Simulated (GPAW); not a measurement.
# Quasiparticle gap of AlGaN2 (P3m1) in GPAW

Wanted: ground state, empty states, screening and self-energy for AlGaN2 (P3m1).

Calculated with GPAW 26.7.0; LDA and many-body steps on it, plane waves.

### Step 1. Starting point

The structure is trigonal, space group P3m1 (No. 156). Conventional cell: a = 3.145 Å, b = 3.145 Å, c = 5.097 Å, α = 90.00°, β = 90.00°, γ = 120.00°. Nearest to Al lie 4 N at 1.89 to 1.90 Å. Nearest to Ga lie 4 N at 1.93 to 1.96 Å. N has 3 Al at 1.90 Å and 1 Ga at 1.96 Å nearest. Nearest to N lie 1 Al at 1.89 Å and 3 Ga at 1.93 Å. Farther neighbours and most contacts between anions are not listed.

Coordinates:

```cif
data_structure
_symmetry_space_group_name_H-M 'P 1'
_symmetry_Int_Tables_number 1
_cell_length_a 3.1453
_cell_length_b 3.1453
_cell_length_c 5.0969
_cell_angle_alpha 90.000
_cell_angle_beta 90.000
_cell_angle_gamma 120.000
_cell_volume 43.67
loop_
_atom_site_label
_atom_site_type_symbol
_atom_site_fract_x
_atom_site_fract_y
_atom_site_fract_z
_atom_site_occupancy
Al1 Al 0.00000 0.00000 0.99926 1
Ga2 Ga 0.66667 0.33333 0.49717 1
N3 N 0.66667 0.33333 0.11180 1
N4 N 0.00000 0.00000 0.62816 1
```

The cell and positions are those that the Materials Project relaxed with its own functionals (PBE, PBE+U or r2SCAN), kept fixed.

### Step 2. Ground state

This step: GPAW 26.7.0; DFT, LDA, plane waves, PAW.

The ground-state density comes first.

The input, run.py:

```python
import json
import numpy as np
from gpaw.mpi import world
from ase import Atoms
from gpaw import GPAW, PW, FermiDirac

atoms = Atoms(['Al', 'Ga', 'N', 'N'],
    cell=[[3.1452826441, 0.0000000000, 0.0000000000],
      [-1.5726413220, 2.7238946718, 0.0000000000],
      [0.0000000000, 0.0000000000, 5.0968937300]],
    scaled_positions=[[0.0000000000, 0.0000000000, 0.9992637700],
      [0.6666666667, 0.3333333333, 0.4971742100],
      [0.6666666667, 0.3333333333, 0.1118036400],
      [0.0000000000, 0.0000000000, 0.6281583900]],
    pbc=(True, True, True))
calc = GPAW(mode=PW(600),
    xc='LDA',
    kpts={'size': (9, 9, 6), 'gamma': True},
    occupations=FermiDirac(0.001),
    nbands=-8,
    convergence={'density': 1e-6, 'bands': -3},
    maxiter=100,
    txt='gs.txt')
atoms.calc = calc
res = {'energy': atoms.get_potential_energy()}
kpts = calc.get_ibz_k_points()
res['kpts'] = kpts
res['eigenvalues'] = [calc.get_eigenvalues(kpt=k) for k in range(len(kpts))]
res['n_electrons'] = calc.get_number_of_electrons()
calc.write('gs.gpw')

if world.rank == 0:
    with open('result.json', 'w') as f:
        json.dump(res, f, default=lambda x: x.tolist())
```

Started as:

```console
$ mpirun -n 4 gpaw python run.py
```

Numbers of over 12 decimals in the logs are rounded to 6 here.

Log:

```text
__  _  _
 | _ |_)|_||  |
 |__||  | ||/\| - 26.7.0

Input parameters:
  mode=PW(ecut=600.0),
  convergence={'density': 1e-06, 'bands': -3},
  kpts=MonkhorstPack(size=(9, 9, 6), gamma=True),
  maxiter=100,
  nbands=-8,
  occupations=Occupations(name='fermi-dirac', width=0.001, fixmagmom=False),
  xc=XC(name='LDA')
  [... matrices ...]
Diagonalizing LCAO Hamiltonian
Converting LCAO to pw mode

       Al

       N
            Ga

            N

Atoms  # Å, Bohr magnetons
|   | symbol |        x |        y |        z |    initial magnetic moments |
| 0 |     Al | 0.000000 | 0.000000 | 5.093141 | ( 0.0000,  0.0000,  0.0000) |
| 1 |     Ga | 1.572641 | 0.907965 | 2.534044 | ( 0.0000,  0.0000,  0.0000) |
| 2 |      N | 1.572641 | 0.907965 | 0.569851 | ( 0.0000,  0.0000,  0.0000) |
| 3 |      N | 0.000000 | 0.000000 | 3.201657 | ( 0.0000,  0.0000,  0.0000) |

Unit cell  # Å
| periodic |         x |        y |        z |  lengths |     angles |
|      yes |  3.145283 | 0.000000 | 0.000000 | 3.145283 |  90.000000 |
|      yes | -1.572641 | 2.723895 | 0.000000 | 3.145283 |  90.000000 |
|      yes |  0.000000 | 0.000000 | 5.096894 | 5.096894 | 120.000000 |

Number of symmetries: 6
Symmetry operations  # r_c * U_cc + t_c -> r_c
|   | kind |            matrix            |
| 0 |  σ   |  1, 1, 0,  0,-1, 0,  0, 0, 1 |
| 1 |  E   |  1, 0, 0,  0, 1, 0,  0, 0, 1 |
| 2 |  C3  |  0, 1, 0, -1,-1, 0,  0, 0, 1 |
| 3 |  σ   |  0,-1, 0, -1, 0, 0,  0, 0, 1 |
| 4 |  σ   | -1, 0, 0,  1, 1, 0,  0, 0, 1 |
| 5 |  C3  | -1,-1, 0,  1, 0, 0,  0, 0, 1 |

BZ-sampling:
  Number of BZ points: 486
  Number of IBZ points: 62

  Monkhorst-Pack size: [9, 9, 6]
  Monkhorst-Pack shift: [0.0, 0.0, 0.083333]

K-points  # in reciprocal-cell coordinates
|     |                                coordinates |     weight |
|   0 | (  0.00000000,   0.00000000,   0.00000000) | 0.00205761 |
|   1 | (  0.00000000,   0.00000000,   0.16666667) | 0.00411523 |
|   2 | (  0.00000000,   0.00000000,   0.33333333) | 0.00411523 |
|   3 | (  0.00000000,   0.00000000,   0.50000000) | 0.00205761 |
|   4 | (  0.11111111,   0.00000000,  -0.33333333) | 0.01234568 |
|   5 | (  0.11111111,   0.00000000,  -0.16666667) | 0.01234568 |
|   6 | (  0.11111111,   0.00000000,   0.00000000) | 0.01234568 |
|   7 | (  0.11111111,   0.00000000,   0.16666667) | 0.01234568 |
|   8 | (  0.11111111,   0.00000000,   0.33333333) | 0.01234568 |
|   9 | (  0.11111111,   0.00000000,   0.50000000) | 0.01234568 |
| ... |                                            |            |
|  61 | (  0.44444444,   0.44444444,   0.50000000) | 0.01234568 |

Plane wave coefficients: 1474
Cutoff: 600.0 eV

Spin-components: 1 (collinear spins)
Bands:           16
Projectors:      20
Spin-degeneracy: 2
Datatype:        complex128

  Storage: CPU
  Wave functions: 23_379_456 bytes (5_844_864 per core)
  Projectors: 40_914_048 bytes (10_228_512 per core)
  [... matrices ...]
Parallelization:
  kpt:    4
  domain: 1
  band:   1

Density:
  Valence electrons: 16.0
  Components: 1
  Grid points: [18 18 30]
  Charge: 0.0  # |e|

Potential:
  Grid points: [18 18 30]

species:
  Al:
    name:    Aluminium
    Z:       13.0
    valence: 3
    core:    10
    charge:  0.0  # [|e|]
    compensation charges:
      type: gauss
      rc: 0.34  # [Å]
      lmax: 2
    cutoffs:
      filter: 1.91  # [Å]
      core: 2.36  # [Å]
    projectors
    | kind |    occ | energy [eV] | rcut [Å] |
    |   3s |  2.000 |      -7.830 |    1.085 |
    |   3p |  1.000 |      -2.783 |    1.085 |
    |    s |        |      19.382 |    1.085 |
    |    p |        |      24.428 |    1.085 |
    |    d |        |       0.000 |    1.085 |

    Using partial waves for Al as LCAO basis

  Ga:
    name:    Gallium
    Z:       31.0
    valence: 3
    core:    28
    charge:  0.0  # [|e|]
    compensation charges:
      type: gauss
      rc: 0.37  # [Å]
      lmax: 2
    cutoffs:
      filter: 2.06  # [Å]
      core: 4.17  # [Å]
    projectors
    | kind |    occ | energy [eV] | rcut [Å] |
    |   4s |  2.000 |      -9.167 |    1.164 |
    |   4p |  1.000 |      -2.734 |    1.164 |
    |    s |        |      18.045 |    1.164 |
    |    p |        |      24.478 |    1.164 |
    |    d |        |       0.000 |    1.164 |

    Using partial waves for Ga as LCAO basis

  N:
    name:    Nitrogen
    Z:       7.0
    valence: 5
    core:    2
    charge:  0.0  # [|e|]
    compensation charges:
      type: gauss
      rc: 0.18  # [Å]
      lmax: 2
    cutoffs:
      filter: 1.11  # [Å]
      core: 0.96  # [Å]
    projectors
    | kind |    occ | energy [eV] | rcut [Å] |
    |   2s |  2.000 |     -18.420 |    0.603 |
    |   2p |  3.000 |      -7.237 |    0.529 |
    |    s |        |       8.791 |    0.603 |
    |    p |        |      19.974 |    0.529 |
    |    d |        |       0.000 |    0.577 |

    Using partial waves for N as LCAO basis

Reference energy: -62328.226297  # eV

eigensolver:
  PPCG
  Converge bands: -3
  niter=2

density mixing:
  MSR1-Mixer
  Pratt-step length: 0.05
  Maximum mixing coefficient: 0.75
  Old densities: 10
  SVD Regularization: 0.005
  Good broyden scale: 1.0
  Trust region scale: 1.0
  Backstep threshold: 4.0
  History deletion threshold: 6.0
  Fourier metric: weight=20.0, sigma=0.015

occupation numbers:
  Fermi-Dirac:
    width: 0.0010  # eV

poisson solver:
  ecut: 4800.0  # eV

xc functional:
  name: None

Initialization done in: 1.239 s

convergence criteria:
- Maximum integral of absolute [dens]ity change: 1e-06 electrons / valence electron
- Maximum [total energy] change in last 3 cyles: 0.0005 eV / valence electron
- Maximum integral of absolute [eigenst]ate change: 4e-08 eV^2 / valence electron
maximum number of iterations: 100

SCF iterations
|iter     |     time |      energy | eigst |  dens |
|iter:   1|  |  -33.863381 | +0.73 |       |
|iter:   2|  |  -32.851914 | -0.68 | -0.56 |
|iter:   3|  |  -29.971141 | -0.34 | -0.62 |
|iter:   4|  |  -29.940112 | -2.30 | -1.27 |
|iter:   5|  |  -29.932180 | -3.01 | -1.57 |
|iter:   6|  |  -29.932027 | -4.07 | -2.55 |
|iter:   7|  |  -29.932039c| -5.13 | -2.98 |
|iter:   8|  |  -29.932032c| -5.52 | -3.31 |
|iter:   9|  |  -29.932032c| -7.11 | -3.98 |
|iter:  10|  |  -29.932032c| -7.67c| -4.67 |
|iter:  11|  |  -29.932032c| -8.38c| -5.49 |
|iter:  12|  |  -29.932032c| -9.16c| -6.13c|

Converged in 12 steps
SCF loop duration: 7.219 s (0.602 s/step)
Energy contributions relative to reference atoms: (reference = -62328.226297)
  [... matrices ...]
Energy contributions:
  Kinetic:          50.138063
  Coulomb:         -43.492371
  Zero:              0.034662
  External:          0.000000
  Xc:              -36.612386
  Entropy:          -0.000000
  Spinorbit:         0.000000
  ----------------------------
  Free energy:     -29.932032
  Extrapolated:    -29.932032

dipole moment: (-4.544847, -12.595931, 6.705135)  # |e|*Ang

Fermi level: 6.048
Eigenvalues  # (at kpt = [0.000, 0.000, 0.000])
| band index |      eig [eV] | occ [0-2] |
|          0 |        -9.474 |     2.000 |
|          1 |        -7.125 |     2.000 |
|          2 |        -0.604 |     2.000 |
|          3 |         4.961 |     2.000 |
|          4 |         4.961 |     2.000 |
|          5 |         5.932 |     2.000 |
|          6 |         6.019 |     2.000 |
|          7 |         6.019 |     2.000 |
|          8 |         9.003 |     0.000 |
|          9 |        11.561 |     0.000 |
|         10 |        15.693 |     0.000 |
|         11 |        16.457 |     0.000 |
|         12 |        16.457 |     0.000 |
|         13 |        17.796 |     0.000 |
|         14 |        18.188 |     0.000 |
|         15 |        18.188 |     0.000 |

Gap: 2.983 eV
Transition (v -> c):
  (s=0, k=0, n=7, [0.00, 0.00, 0.00]) -> (s=0, k=0, n=8, [0.00, 0.00, 0.00])
No difference between direct/indirect transitions
# Writing to gs.gpw (mode='')
  [... matrices ...]
```

It took 10 s on 4 MPI ranks of Arm Neoverse V1, shared host; peak memory 0.65 GiB; 41 s of CPU time.

Numbers from this step:

| Quantity | Value |
| --- | --- |
| total energy | -29.93 eV |
| gap | 2.983 eV |
| k of the valence top | 0, 0, 0 |
| k of the conduction bottom | 0, 0, 0 |
| least direct gap | 2.983 eV |

The gap is direct, at Γ.

### Step 3. Empty states on the mesh, 3×3×4 mesh, 80 bands

The sums over transitions need many empty states on a uniform mesh; this step solves for them.

The input, run.py:

```python
import json
import numpy as np
from gpaw.mpi import world
from gpaw import GPAW

calc = GPAW('gs.gpw').fixed_density(kpts={'size': (3, 3, 4), 'gamma': True},
    nbands=93,
    convergence={'bands': 80},
    txt='nscf.txt')
calc.write('full.gpw', mode='all')
res = {}
kpts = calc.get_ibz_k_points()
res['kpts'] = kpts
res['eigenvalues'] = [calc.get_eigenvalues(kpt=k) for k in range(len(kpts))]
res['n_electrons'] = calc.get_number_of_electrons()

if world.rank == 0:
    with open('result.json', 'w') as f:
        json.dump(res, f, default=lambda x: x.tolist())
```

Started as:

```console
$ mpirun -n 4 gpaw python run.py
```

Log:

```text
Diagonalizing LCAO Hamiltonian
Converting LCAO to pw mode
convergence criteria:
- Maximum integral of absolute [eigenst]ate change: 4e-08 eV^2 / valence electron
maximum number of iterations: 100

SCF iterations
|iter     |     time |      energy | eigst |  dens |
|iter:   1|  |             | +4.29 |       |
|iter:   2|  |             | +3.12 |       |
|iter:   3|  |             | +2.02 |       |
[...]
|iter:  11|  |             | -6.59 |       |
|iter:  12|  |             | -7.10 |       |
|iter:  13|  |             | -7.66c|       |
SCF steps: 13
  __  _  _
 | _ |_)|_||  |
 |__||  | ||/\| - 26.7.0

Input parameters:
  mode=PW(ecut=600.0),
  convergence={'bands': 80},
  gpts=array([18, 18, 30]),
  kpts=MonkhorstPack(size=(3, 3, 4), gamma=True),
  maxiter=100,
  nbands=93,
  occupations=Occupations(name='fermi-dirac', width=0.001, fixmagmom=False),
  parallel={},
  xc=XC(name='LDA')
# Writing to full.gpw (mode='all')
  [... matrices ...]

timing:  # [seconds]
  Total: 0.049  # ━━━━━━━━━━━━━━━━━━━━━━━━━━━━━━━━━━━━━━━━━━━━━━━━━━━━━━━━━━━
```

Wall time 13 s (4 MPI ranks); peak memory 0.65 GiB; 53 s of CPU time.

This step gave:

- gap: 2.983 eV
- k of the valence top: 0, 0, 0
- k of the conduction bottom: 0, 0, 0
- least direct gap: 2.983 eV
- k points computed: 10
- lowest point of the top converged band, above the valence top: 69.6299 eV

On this mesh the gap is 2.983 eV.

### Step 4. Screening and self-energy, 3×3×4 mesh, 70 bands, screening to 80 eV

Now the one-shot GW correction: screening in the RPA, then the self-energy of the levels asked for.

This step: G0W0 on LDA, plane waves, PAW.

The input, run.py:

```python
import json
import numpy as np
from gpaw.mpi import world
from gpaw.response.g0w0 import G0W0

gw = G0W0('full.gpw',
    filename='gw',
    kpts=[0],
    bands=(6, 10),
    ecut=80,
    nbands=70,
    integrate_gamma='WS',
    ppa=True)
gw.calculate()
res = {mode: {k: v for k, v in r.items() if k != 'sigma_eskwn'}
       for mode, r in gw.all_results.items()}

if world.rank == 0:
    with open('result.json', 'w') as f:
        json.dump(res, f, default=lambda x: x.tolist())
```

Started as:

```console
$ mpirun -n 4 gpaw python run.py
```

Log:

```text
Using integrator: PointIntegrator
FrequencyGridDescriptor(from 0.000+0.000j to 0.000+27.211j eV, 2 points)
Nonperiodic BCs:  [False False False]
Using integrator: PointIntegrator
FrequencyGridDescriptor(from 0.000+0.000j to 0.000+27.211j eV, 2 points)
Nonperiodic BCs:  [False False False]
  ___  _ _ _
 |   || | | |
 | | || | | |
 |__ ||_____|
 |___|

BZ k-points: Symmetries present (total): 6

  [... matrices ...]
36 k-points: 3 x 3 x 4 Monkhorst-Pack grid + [0.000000,0.000000,1/8]
10 k-points in the irreducible part of the Brillouin zone
       k-points in crystal coordinates                weights
   0:     0.00000000    0.00000000    0.00000000          1/36
   1:     0.00000000    0.00000000    0.25000000          2/36
   2:     0.00000000    0.00000000    0.50000000          1/36
   3:     0.33333333    0.00000000   -0.25000000          6/36
   4:     0.33333333    0.00000000    0.00000000          6/36
   5:     0.33333333    0.00000000    0.25000000          6/36
   6:     0.33333333    0.00000000    0.50000000          6/36
   7:     0.33333333    0.33333333    0.00000000          2/36
   8:     0.33333333    0.33333333    0.25000000          4/36
   9:     0.33333333    0.33333333    0.50000000          2/36

Distributing spins, k-points and bands (1 x 1 x 4) over 4 processes
Number of blocks: 1

Quasi particle states:
k-points (IBZ indices): [0]
Band range: (6, 10)
  [... matrices ...]
Computational parameters:
Plane wave cut-off: 80 eV
Number of bands: 70
Coulomb cutoff: None
Broadening: 0.1 eV

fxc modes: GW
Kernel: RPA
Using Godby-Needs plasmon-pole approximation:
  Fitting energy: i*E0, E0 = 1.000 Hartree
Summing all q:

Calculating screened Coulomb potential
No Coulomb truncation
FrequencyGridDescriptor(from 0.000+0.000j to 0.000+27.211j eV, 2 points)
Removing empty qpoint cache files...

Calculating chi0 body with:
    Ground state adapter containing:
    Number of spins: 1
    Number of kpoints: 36
    Number of irreducible kpoints: 10
    Number of completely occupied states: 8
    Number of partially occupied states: 8
    Occupied states memory: 1.1865234375 M / cpu

    Linear response parametrization:
    q_c: [0.0, 0.0, 0.0]
    Number of frequency points: 2
    Planewave cutoff: 80.0
    Number of bands: 70
    Number of planewaves: 67
    Broadening (eta): 1e-06
    comm.size: 4
    kncomm.size: 4
    blockcomm.size: 1

    Memory estimate of potentially large arrays:
        chi0_wGG: 0.136993 M / cpu
Integrating chi0 body.

Symmetries of q_c:
    Direct symmetries (Uq -> q): 6
    Indirect symmetries (TUq -> q): 6
In total 12 allowed symmetries.

  [... matrices ...]
10 groups of equivalent kpoints. 72.222222% reduction.

Integral kind: response function
Integrating chi0 head and wings.

Symmetries of q_c:
    Direct symmetries (Uq -> q): 6
    Indirect symmetries (TUq -> q): 6
In total 12 allowed symmetries.

  [... matrices ...]
10 groups of equivalent kpoints. 72.222222% reduction.

Integral kind: response function wings

Calculating chi0 body with:
    Ground state adapter containing:
    Number of spins: 1
    Number of kpoints: 36
    Number of irreducible kpoints: 10
    Number of completely occupied states: 8
    Number of partially occupied states: 8
    Occupied states memory: 1.1865234375 M / cpu

[... the further q-points ...]

Results:
f:      Occupation numbers
eps:     KS-eigenvalues [eV]
vxc:     KS vxc [eV]
exx:     Exact exchange [eV]
sigma:   Self-energies [eV]
dsigma:  Self-energy derivatives
Z:       Renormalization factors
qp:      QP-energies [eV]

k-point 0 (0): (0.000, 0.000, 0.000)                GW
band       f     eps     vxc     exx   sigma  dsigma       Z      qp
                                                                   GW
   6   1.000   6.019 -18.752 -22.396   3.408  -0.265   0.791   5.833
   7   1.000   6.019 -18.752 -22.396   3.408  -0.265   0.791   5.833
   8   0.000   9.003 -15.771 -10.794  -3.434  -0.221   0.819  10.267
   9   0.000  11.561 -14.508  -8.738  -4.113  -0.212   0.825  12.929
```

Run time: 12 s. Hardware: 4 MPI ranks; peak memory 1.2 GiB.

Numbers from this step:

* G0W0 gap on the points computed: 4.435 eV
* least direct G0W0 gap on the computed points: 4.435 eV
* Z at the valence top: 0.7907
* Z at the conduction bottom: 0.8192
* starting gap on the mesh: 2.983 eV
* k of the valence top: 0, 0, 0
* k of the conduction bottom: 0, 0, 0

The gap on the mesh goes from 2.98 eV to 4.43 eV, a correction of +1.45 eV.

Limits: finite bands, cutoff and mesh; no spin-orbit coupling; coarse k mesh. v1 is the top filled band, c1 the lowest empty one. The levels before and after the correction (eV, zero at the valence-band top of each column):

```tsv
	conduction bottom	valence top
Kohn-Sham	2.98	0.00
G0W0	4.43	0.00
```

```tsv
	level	energy (eV)
Kohn-Sham	Γ v2-v1	0.000
Kohn-Sham	Γ c1	2.983
Kohn-Sham	Γ c2	5.542
G0W0	Γ v2-v1	0.000
G0W0	Γ c1	4.435
G0W0	Γ c2	7.096
```

### Step 5. Where the time went

Times are wall times on 4 MPI ranks of Arm Neoverse V1, shared host, good to a factor of about two.

```tsv
step	time	share	memory (GiB)
ground state	10 s	29 %	0.65
empty states on the mesh	13 s	37 %	0.65
screening and self-energy	12 s	34 %	1.2
```

### Step 6. What came out

* LDA gap: 2.98 eV, direct
* G0W0 gap on the mesh: 4.43 eV
* GW settings: 3×3×4 mesh, 70 bands, screening to 80 eV, Godby-Needs plasmon pole
* known limits: not at the basis limit; no spin-orbit coupling; coarse k mesh

In words: G0W0 moves the gap on the mesh from 2.98 eV to 4.43 eV (+1.45 eV), with Z of 0.79 and 0.82 at the edges. Only 1 of the mesh's irreducible points was corrected, so a valley elsewhere could overtake. Bands and cutoff are finite, so the gap is not at the basis limit. The miss can reach some tenths of an eV and take either sign; the mesh is an error of its own. These stock PAW sets were not made for GW; the filled d or f shell of Ga lies in the frozen core, which bears on start and correction. In the G0W0 run levels were corrected at 1 k point alone, so a gap called «on the mesh» is the least over those, and an edge elsewhere would be missed. The 3×3×4 mesh is coarse for this cell, which bears on the long-range parts of exchange and screening. The many-body steps are scalar-relativistic: spin-orbit coupling is not in them.

[Paths, hosts, dates, memory and timing lines, banners, echoed tables and standing remarks are left out of the program output.]

[Logs are printed without paths, hosts, clocks, repeated set-up lines and the standing remarks that a program may print on its own settings, such as how far it seeks lower states.]

[Runs of the session that timed out or met a known fault of the program may be left out.]

[Hosts, paths, dates, database ids (printed as entryN), source tags and the programs' standing remarks are cut or masked in the printed files.]
